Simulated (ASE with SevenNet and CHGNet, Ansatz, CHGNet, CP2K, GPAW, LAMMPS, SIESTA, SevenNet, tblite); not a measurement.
## Machine-learned potentials runs on annealed particle of LiCl with 30 % Na on Li sites (108 atoms)

How do the settings of machine-learned potentials change the result for annealed particle of LiCl with 30 % Na on Li sites (108 atoms)? A plane-wave run serves as the yardstick.

Method: the method is named at each step, in ASE with SevenNet and CHGNet.

### Step 1. The starting structure

The cell holds 108 atoms: 54 Cl, 16 Na and 38 Li. Its edges and angles: a = 24.972 Å, b = 24.628 Å, c = 24.947 Å, α = 90.0°, β = 90.0°, γ = 90.0°. It derives from LiCl (rocksalt LiCl). 1 sphere(s) of radius 7.77 Å cut from rocksalt LiCl (a = 5.25 Å), 30 % of Li replaced at random by Na, in vacuum, ions removed to neutrality; annealed 20 ps at 610 K with the Lennard-Jones and Coulomb ion parameters for SPC/E (Joung and Cheatham, J. Phys. Chem. B 112, 9020 (2008)), full charges, cooled to 300 K. Vacuum lies along a, b and c.

The yardstick, on the same geometry:

* method: Kohn-Sham DFT, PBE, PAW, plane waves (Ansatz 0.2.0); cutoff 420 eV, Γ point, fermi-dirac smearing of 0.05 eV; PAW set soft_2
* r.m.s. force component: 0.1993 eV/Å
* longest force: 0.9358 eV/Å
* gap (highest filled to lowest empty level): 4.443 eV
* SCF cycles: 7
* time: 68 s on 16 threads of Arm Neoverse V2, shared host
* CPU time: 17 min

### Step 2. SevenNet 0 potential

Method: machine-learned interatomic potential SevenNet 0, trained on PBE(+U) plane-wave data.

The input, run.py:

```python
import numpy as np
from ase.io import read
import mlip  # loads the published weights by name

atoms = read("structure.xyz")
atoms.calc = mlip.calc("7net-0")
energy = atoms.get_potential_energy()
forces = atoms.get_forces()
print(f"energy {energy:.6f} eV")
print("forces (eV/A)")
for i, (a, f) in enumerate(zip(atoms, forces)):
    print(f"{i:4d} {a.symbol:2s} {f[0]:10.5f} {f[1]:10.5f} {f[2]:10.5f}")
```

The input, structure.xyz:

```xyz
108
Lattice="24.97242 0.00000 0.00000 0.00000 24.62796 0.00000 0.00000 0.00000 24.94686" Properties=species:S:1:pos:R:3 pbc="T T T"
Cl 8.52384 17.43561 9.34759
Cl 10.57832 19.66518 13.80310
Na 9.21507 18.58918 11.78165
Cl 14.65756 17.83951 12.30604
Li 9.44782 11.24390 11.76120
Na 17.45472 17.63387 11.20937
Cl 7.89828 16.79701 13.43463
Li 6.14971 12.43343 7.06545
Cl 6.30079 10.17283 7.93934
Na 7.25723 15.48976 10.87034
Cl 6.14297 14.21821 8.68924
Na 7.17582 12.83560 14.04982
Na 8.17472 15.41144 7.31192
Cl 11.90435 11.48525 10.75833
Li 10.84327 16.88862 8.95942
Cl 16.10671 17.81094 8.89356
Li 14.07296 17.13613 10.10273
Cl 11.48107 16.88641 11.43140
Na 12.08565 14.13202 10.84889
Cl 10.85976 14.58566 7.89768
Cl 18.37321 16.59826 13.50897
Li 18.78176 14.52680 12.48391
Li 8.09206 9.35542 6.73091
Li 13.12775 15.00680 7.17247
Cl 8.18921 13.06267 5.88496
Cl 13.23289 12.69621 6.14167
Li 14.82762 18.09170 6.83045
Cl 12.74892 17.76341 7.96004
Li 10.48367 12.44820 6.66056
Cl 18.33076 15.12107 10.16011
Li 6.83220 16.58348 15.55811
Cl 8.53333 12.80679 18.71838
Li 9.75323 14.59478 17.44359
Na 5.97190 12.57799 17.70454
Cl 5.83031 14.51252 15.74920
Li 10.24943 18.39142 15.80558
Cl 8.84773 16.80464 17.00478
Li 12.53091 18.19169 13.32437
Cl 12.00899 14.32535 18.69268
Na 10.52088 15.29273 13.75395
Cl 12.39981 16.92606 15.48676
Na 13.12426 12.80161 16.32473
Cl 9.53172 13.26954 15.40419
Na 13.49959 16.54925 17.95600
Cl 15.91967 16.63323 16.83289
Li 7.73646 9.04289 14.34020
Cl 9.92354 8.22623 14.52306
Li 9.29723 11.34413 16.79023
Cl 15.73013 11.49436 11.16896
Li 13.69512 11.27296 12.55226
Cl 7.07219 10.51959 16.07725
Li 10.82305 7.39085 12.26612
Cl 7.17133 10.42378 12.42428
Li 14.71500 12.22113 8.96989
Cl 13.20916 13.87909 13.38299
Na 15.05612 15.83405 14.18304
[... 48 atom lines left out ...]
Li 16.71804 5.35535 10.50138
Cl 17.17978 7.41597 11.85575
Cl 15.50013 6.51360 8.56451
Na 15.56181 8.87592 10.27461
```

The run is started by

```sh
OMP_NUM_THREADS=1 python run.py > output.txt
```

The log of the run:

```text
energy -370.732056 eV
forces (eV/A)
   0 Cl    0.06776   -0.03953   -0.16057
   1 Cl    0.18078   -0.05772    0.21437
   2 Na    0.03252   -0.25380    0.04534
   3 Cl    0.25130    0.04975    0.12538
   4 Li    0.26679    0.01987   -0.14910
   5 Na   -0.12426   -0.24922    0.05042
   6 Cl   -0.11256    0.01471   -0.22563
   7 Li    0.54784    0.21407    0.33410
   8 Cl   -0.05484    0.13779   -0.00388
   9 Na    0.19524   -0.10436    0.03233
  10 Cl   -0.09871   -0.04649    0.02800
  11 Na    0.16229   -0.02194    0.07411
  12 Na    0.01358   -0.22695    0.15024
  13 Cl   -0.19027   -0.30720    0.21286
  14 Li   -0.04352   -0.09945    0.16117
  15 Cl    0.14599    0.19402   -0.12042
  16 Li   -0.08759   -0.01765   -0.23413
  17 Cl   -0.05224   -0.10465   -0.13413
  18 Na   -0.11861    0.05521   -0.01092
  19 Cl   -0.13054    0.27360    0.16563
  20 Cl    0.09247    0.04054    0.43111
  21 Li   -0.27050   -0.16861   -0.12418
  22 Li    0.36269   -0.24598    0.12013
  23 Li    0.12788    0.04495    0.16016
[...]
100 Cl   -0.08028    0.15316   -0.15166
 101 Li   -0.33645   -0.17029   -0.25628
 102 Cl   -0.00258    0.05344    0.18624
 103 Cl   -0.20785   -0.41727   -0.04226
 104 Li   -0.50232    0.62741    0.09690
 105 Cl    0.33281   -0.00953    0.31932
 106 Cl    0.14957   -0.12413    0.23625
 107 Na   -0.10699   -0.05220   -0.11494
```

It took 7.2 s on 1 thread of Arm Neoverse V2, shared host; peak memory 0.72 GiB.

Banners, paths, timers and routine set-up lines are dropped from the logs unmarked, and long logs keep their key lines alone; longer cuts are marked.

Against the reference:

```
r.m.s. force component                  : 0.1896 eV/Å
r.m.s. difference of force components   : 47.55 meV/Å
longest difference of force vectors     : 168.6 meV/Å
force difference over r.m.s. force      : 23.86 %
slope of forces against the reference's : 0.9242
correlation of force components         : 0.9713
```

Length of the force difference by element (eV/Å):

| element | atoms | mean | most |
| --- | --- | --- | --- |
| Cl | 54 | 0.076 | 0.17 |
| Li | 38 | 0.083 | 0.14 |
| Na | 16 | 0.059 | 0.13 |

The surroundings of Li27, picked at random, nearest first, numbered as they follow in the input and with coordinates relative to it.

| atom | x | y | z | distance (Å) | bonds | Fx | Fy | Fz (eV/Å) |
| --- | --- | --- | --- | --- | --- | --- | --- | --- |
| Li27 | 0.00 | 0.00 | 0.00 | 0.00 | 3 | -0.017 | -0.499 | 0.489 |
| Cl28 | -2.08 | -0.33 | 1.13 | 2.39 | 4 | -0.018 | 0.018 | -0.095 |
| Cl81 | 0.53 | -2.25 | -0.71 | 2.42 | 4 | -0.057 | -0.122 | -0.274 |
| Cl16 | 1.28 | -0.28 | 2.06 | 2.44 | 4 | 0.146 | 0.194 | -0.120 |
| Li17 | -0.75 | -0.96 | 3.27 | 3.49 | 5 | -0.088 | -0.018 | -0.234 |
| Li24 | -1.70 | -3.08 | 0.34 | 3.54 | 5 | 0.128 | 0.045 | 0.160 |
| Li68 | 1.82 | -2.65 | 1.51 | 3.56 | 5 | -0.169 | -0.113 | 0.172 |
| Cl61 | -0.53 | -3.40 | 2.50 | 4.25 | 5 | -0.135 | -0.060 | 0.147 |
| Li15 | -3.98 | -1.20 | 2.13 | 4.67 | 4 | -0.044 | -0.099 | 0.161 |
| Li80 | 0.79 | -4.59 | -1.13 | 4.79 | 3 | -0.316 | 0.055 | 0.524 |

Atoms are counted from 1 here, from 0 in the log.

Forces lie 24 % from the reference's, at 0.0072 times its CPU time (on 1 against 16 cores).

### Step 3. SevenNet l3i5 potential

Method: machine-learned interatomic potential SevenNet l3i5, trained on PBE(+U) plane-wave data.

run.py: that of step 2 with these lines changed.

```diff
@@ -5,3 +5,3 @@
 atoms = read("structure.xyz")
-atoms.calc = mlip.calc("7net-0")
+atoms.calc = mlip.calc("7net-l3i5")
 energy = atoms.get_potential_energy()
```

structure.xyz is that of step 2.

The log of the run:

```text
energy -371.700134 eV
forces (eV/A)
   0 Cl    0.08336   -0.10706   -0.10311
   1 Cl    0.19327   -0.25120    0.19170
   2 Na    0.01190   -0.16942    0.09214
   3 Cl    0.24461    0.02471    0.09170
   4 Li    0.24856    0.04847   -0.11965
   5 Na   -0.09237   -0.18960    0.10312
   6 Cl   -0.08505   -0.01853   -0.16978
   7 Li    0.44993    0.16789    0.30438
   8 Cl    0.04794    0.20254   -0.01715
   9 Na    0.17923   -0.07221    0.03799
  10 Cl    0.03564   -0.03500   -0.04889
  11 Na    0.13453    0.01351    0.08468
  12 Na   -0.03515   -0.21810    0.11764
  13 Cl   -0.12194   -0.32900    0.15917
  14 Li   -0.09128   -0.08476    0.16350
  15 Cl    0.05785    0.11731   -0.16967
  16 Li   -0.04939    0.00500   -0.21724
  17 Cl   -0.09977   -0.11453   -0.15265
  18 Na   -0.14611    0.02292    0.05834
  19 Cl   -0.13914    0.21120    0.12977
  20 Cl    0.03299   -0.04824    0.37435
  21 Li   -0.14774   -0.18351   -0.13033
  22 Li    0.25391   -0.21805    0.04815
  23 Li    0.14495    0.09521    0.15249
[...]
100 Cl   -0.05545    0.24087   -0.16828
 101 Li   -0.28451   -0.12591   -0.16302
 102 Cl   -0.00763    0.06314    0.19111
 103 Cl   -0.17257   -0.32375   -0.10329
 104 Li   -0.47940    0.57641    0.08291
 105 Cl    0.23080   -0.01214    0.25421
 106 Cl    0.11820   -0.07704    0.34147
 107 Na   -0.04217   -0.15028   -0.08949
```

It took 8.6 s on 1 thread; peak memory 0.99 GiB.

Numbers from this run, and their distance from the reference:

| Property | Result |
| --- | --- |
| r.m.s. force component | 0.179 eV/Å |
| r.m.s. difference of force components | 60.62 meV/Å |
| longest difference of force vectors | 221.7 meV/Å |
| force difference over r.m.s. force | 30.42 % |
| slope of forces against the reference's | 0.8572 |
| correlation of force components | 0.9543 |

Against the first run (24 %), the force difference from the reference is 30 %, at 1.2 times the CPU time.

### Step 4. CHGNet r2SCAN potential

Method: machine-learned interatomic potential CHGNet r2SCAN, trained on r2SCAN plane-wave data.

run.py: that of step 3 with these lines changed.

```diff
@@ -5,3 +5,3 @@
 atoms = read("structure.xyz")
-atoms.calc = mlip.calc("7net-l3i5")
+atoms.calc = mlip.calc("chgnet-r2scan")
 energy = atoms.get_potential_energy()
```

structure.xyz is that of step 3.

The log of the run:

```text
CHGNet vr2scan initialized with 412,525 parameters
CHGNet will run on cpu
energy -682.088013 eV
forces (eV/A)
   0 Cl    0.04873   -0.22983    0.02698
   1 Cl    0.04086   -0.28967    0.08037
   2 Na    0.15186   -0.19543    0.06073
   3 Cl    0.16013   -0.08186   -0.04183
   4 Li    0.10992    0.02732   -0.08801
   5 Na   -0.17558   -0.31194    0.13399
   6 Cl   -0.04928   -0.05795   -0.18336
   7 Li    0.35258    0.02630    0.19437
   8 Cl    0.21675    0.18904    0.06588
   9 Na    0.23792   -0.12128    0.08089
  10 Cl    0.19614   -0.04136   -0.02702
  11 Na    0.16194   -0.09050    0.02302
  12 Na    0.09251   -0.21225    0.15377
  13 Cl   -0.07398   -0.16195    0.12842
  14 Li    0.01977   -0.08264    0.09196
  15 Cl   -0.02095    0.04681   -0.15547
  16 Li    0.01294   -0.02918   -0.07019
  17 Cl   -0.17124   -0.05635   -0.03722
  18 Na   -0.04380    0.03827   -0.00236
  19 Cl   -0.16008    0.17613    0.09653
  20 Cl   -0.13336   -0.09434    0.11886
  21 Li   -0.11706   -0.04314   -0.03719
  22 Li    0.15134   -0.09340    0.06403
  23 Li    0.07692   -0.03185    0.12557
[...]
100 Cl    0.09472    0.18002   -0.15210
 101 Li   -0.14646   -0.08198   -0.15465
 102 Cl   -0.21607   -0.05433    0.15724
 103 Cl   -0.00593   -0.13271   -0.03923
 104 Li   -0.48454    0.53810    0.05222
 105 Cl    0.08825   -0.17208    0.17724
 106 Cl    0.09908   -0.06460    0.39078
 107 Na   -0.09976   -0.00509   -0.10797
```

Elapsed: 3.2 s, on 1 thread; peak memory 0.65 GiB.

Compared with the plane-wave run:

```
r.m.s. force component                  : 0.1511 eV/Å
r.m.s. difference of force components   : 115.7 meV/Å
longest difference of force vectors     : 369.6 meV/Å
force difference over r.m.s. force      : 58.03 %
slope of forces against the reference's : 0.6191
correlation of force components         : 0.8165
```

Against the first run (24 %), the force difference from the reference is 58 %, at 0.45 times the CPU time; this potential was trained at another functional than the reference's, which explains only part of so large a difference.

### Step 5. The ladder

Differences are against the plane-wave reference, forces as r.m.s. over components; share is that over the reference's r.m.s. force, slope the least-squares factor from reference forces to these. Total energies of different programs have different zeros and aren't compared.

| run | Δ force, r.m.s. (meV/Å) | share (%) | slope | cores | CPU time | memory (GiB) |
| --- | --- | --- | --- | --- | --- | --- |
| reference | - | - | - | 16 | 17 min | 18 |
| SevenNet 0 potential | 47.5 | 23.9 | 0.924 | 1 | 7.2 s | 0.72 |
| SevenNet l3i5 potential | 60.6 | 30.4 | 0.857 | 1 | 8.6 s | 0.99 |
| CHGNet r2SCAN potential | 116 | 58.0 | 0.619 | 1 | 3.2 s | 0.65 |

Times of the machine-learned potentials are mostly Python's start and the loading of weights.

CPU time is summed over cores on a shared host, where runs went side by side, so it is rough. Symmetry, cutoffs, thresholds, outputs and thread counts weren't matched or tuned between programs; memory under MPI is the largest rank's times the ranks.

### Step 6. Outcome

```yaml
nearest_in_forces: SevenNet 0 potential, 24 %
its_cpu_time: 7.2 s
```

What this shows: Machine-learned potentials differ by 24 % (SevenNet 0 potential) to 58 % (CHGNet r2SCAN potential); they were trained on other programs' data, some at another functional. The network of bonds at the start is that of the classical potential that made the cell, and needn't be the one that DFT or experiment would give. The ion parameters were fitted for water, not for melts, so the starting structure of this cell may lie well off the real melt's.

[Also dropped from logs without a mark: logging warnings of Python, and SIESTA's first energy breakdown and zero terms.]

[Logs are printed without paths, hosts, clocks, repeated set-up lines and the standing remarks that a program may print on its own settings, such as how far it seeks lower states.]

[Hosts, paths, dates, database ids (printed as entryN), source tags and the programs' standing remarks are cut or masked in the printed files.]
